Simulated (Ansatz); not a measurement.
Whose spectrum is this?

Method: Ansatz, r2SCAN, independent particles, without spin-orbit coupling, line width 0.15 eV (Gaussian); metals get a typed carrier damping. The response is along the first axis of the cell.

| E (eV) | Im ε |
| --- | --- |
| 0.00 | 0.00 |
| 0.25 | 0.00 |
| 0.50 | 0.00 |
| 0.75 | 0.00 |
| 1.00 | 0.00 |
| 1.25 | 0.00 |
| 1.50 | 0.00 |
| 1.75 | 0.00 |
| 2.00 | 0.00 |
| 2.25 | 0.00 |
| 2.50 | 0.00 |
| 2.75 | 0.00 |
| 3.00 | 0.00 |
| 3.25 | 0.00 |
| 3.50 | 0.00 |
| 3.75 | 0.00 |
| 4.00 | 0.00 |
| 4.25 | 0.00 |
| 4.50 | 0.00 |
| 4.75 | 0.00 |
| 5.00 | 0.00 |
| 5.25 | 0.00 |
| 5.50 | 0.00 |
| 5.75 | 0.00 |
| 6.00 | 0.15 |
| 6.25 | 0.38 |
| 6.50 | 0.51 |
| 6.75 | 0.61 |
| 7.00 | 0.71 |
| 7.25 | 0.81 |
| 7.50 | 0.94 |
| 7.75 | 1.11 |
| 8.00 | 1.48 |
| 8.25 | 2.47 |
| 8.50 | 2.68 |
| 8.75 | 2.60 |
| 9.00 | 3.05 |
| 9.25 | 4.81 |
| 9.50 | 5.29 |
| 9.75 | 4.28 |
| 10.00 | 3.24 |
| 10.25 | 3.10 |
| 10.50 | 2.95 |
| 10.75 | 3.35 |
| 11.00 | 3.44 |
| 11.25 | 4.32 |
| 11.50 | 5.10 |
| 11.75 | 4.35 |
| 12.00 | 4.14 |
| 12.25 | 3.85 |
| 12.50 | 2.87 |
| 12.75 | 2.56 |
| 13.00 | 2.16 |
| 13.25 | 2.17 |
| 13.50 | 1.80 |
| 13.75 | 1.70 |
| 14.00 | 1.73 |
| 14.25 | 1.57 |
| 14.50 | 1.20 |
| 14.75 | 0.97 |
| 15.00 | 0.86 |
| 15.25 | 0.83 |
| 15.50 | 0.87 |
| 15.75 | 0.85 |
| 16.00 | 0.96 |

Task: All candidates were run at this level. Which one is shown?
A. CsPbCl3 (Pm-3m)
B. NaF (Fm-3m)
C. NaCl (Fm-3m)
D. Na3AsBr6 (Fm-3m)

Result: C. NaCl (Fm-3m): least direct gap 5.94 eV, ε∞ = 2.58 along the first axis, strongest peak along the first axis at 9.42 eV. The others: NaF (Fm-3m), least direct gap 7.11 eV, ε∞ = 1.82 along the first axis, strongest peak along the first axis at 14.63 eV; Na3AsBr6 (Fm-3m), least direct gap 2.97 eV, ε∞ = 4.11 along the first axis, strongest peak along the first axis at 3.85 eV; CsPbCl3 (Pm-3m), least direct gap 2.29 eV, ε∞ = 3.87 along the first axis, strongest peak along the first axis at 15.18 eV.
